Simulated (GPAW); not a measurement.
Consider GaFe3 (Fm-3m).

```
Ga Fe
1.0
     0.00000    2.89159    2.89159
     2.89159    0.00000    2.89159
     2.89159    2.89159    0.00000
Ga Fe
1 3
Direct
  0.00000 0.00000 0.00000
  0.25000 0.25000 0.25000
  0.75000 0.75000 0.75000
  0.50000 0.50000 0.50000
```

Absorber: atom 2, with 2 Ga at 2.50 Å, 4 Fe at 2.50 Å, 2 Ga at 2.50 Å and 6 Fe at 2.89 Å (cube and octahedron, as in bcc, site symmetry -43m). Method: GPAW, LDA, excited-electron core hole (neutral cell), 16-atom cell with 5.8 Å between holes, 3×3×3 k points, dipole transitions, Gaussian full width 1.25 eV up to 4 eV, rising linearly to 3.5 eV at 25 eV.

What does the Fe K edge look like?

Main maxima up to 30 eV above the zero (height): 2.1 eV (0.48), 7.5 eV (1.07), 10.5 eV (1.30), 14.2 eV (1.56), 17.9 eV (1.92), 22.4 eV (1.19) and 28.3 eV (1.74). A K edge sees empty p states, which here mix into the lowest empty bands, so that weight starts at the zero. The total-energy difference is 7091.03 eV. The tabulated edge of the element is 7112 eV. The functional leaves an error in such absolute values: in the free atom LDA prices this hole 16.1 eV below PBE (computed apart), and PBE is itself good to a few eV.

The Fe K spectrum (energy from the lowest empty level; intensity scaled to a mean of 1 over the first 20 eV):

```csv
E (eV),intensity
-2.0,0.00
-1.5,0.00
-1.0,0.01
-0.5,0.04
0.0,0.13
0.5,0.25
1.0,0.36
1.5,0.43
2.0,0.48
2.5,0.45
3.0,0.38
3.5,0.34
4.0,0.35
4.5,0.44
5.0,0.57
5.5,0.67
6.0,0.71
6.5,0.79
7.0,0.96
7.5,1.07
8.0,0.98
8.5,0.76
9.0,0.70
9.5,0.88
10.0,1.16
10.5,1.30
11.0,1.18
11.5,0.95
12.0,0.81
12.5,0.88
13.0,1.13
13.5,1.39
14.0,1.55
14.5,1.54
15.0,1.43
15.5,1.32
16.0,1.34
16.5,1.48
17.0,1.70
17.5,1.87
18.0,1.91
18.5,1.80
19.0,1.59
19.5,1.36
20.0,1.20
20.5,1.12
21.0,1.12
21.5,1.15
22.0,1.18
22.5,1.18
23.0,1.16
23.5,1.13
24.0,1.09
24.5,1.09
25.0,1.12
25.5,1.21
26.0,1.33
26.5,1.47
27.0,1.60
27.5,1.69
28.0,1.74
28.5,1.74
29.0,1.71
29.5,1.66
30.0,1.59
30.5,1.52
31.0,1.42
31.5,1.32
32.0,1.20
```

The hole lies in one spin channel, while the script sums the empty states of both and takes the lower zero; where the two channels are split, this blurs and shifts the curve. Quadrupole 1s→3d transitions, which feed the pre-edge, are not in the dipole spectrum. The crystal has 2 inequivalent Fe sites and not all are shown here, while a measurement adds them all. The spins start ferromagnetically in a simple order, which needn't be the measured one; gap and edge can depend on it. The holes are only 5.8 Å apart, so the shape is probably not converged with cell size; no larger cell was run here. The mesh is coarse (0.36 Å⁻¹ between points), so small maxima may be mesh ripples. Lifetime broadening is put in by hand, and intensities beyond about 20 eV depend on it and on the partial waves. The structure is a computed Materials Project entry and may be a hypothetical form.

[Banner, clock and machine lines of the logs are left out without a mark of their own.]

[Logs are printed without paths, hosts, clocks, repeated set-up lines and the standing remarks that a program may print on its own settings, such as how far it seeks lower states.]

[Hosts, paths, dates, database ids (printed as entryN), source tags and the programs' standing remarks are cut or masked in the printed files.]

[Lists of maxima count a maximum above −3 eV only where it reaches 4 % of the highest in the window and stands out from its surroundings by 2 % of it (1.5 % where it reaches 55 %); shoulders and weaker maxima are passed over, and of the rest the first, up to two pre-edge ones and the few strongest are named.]
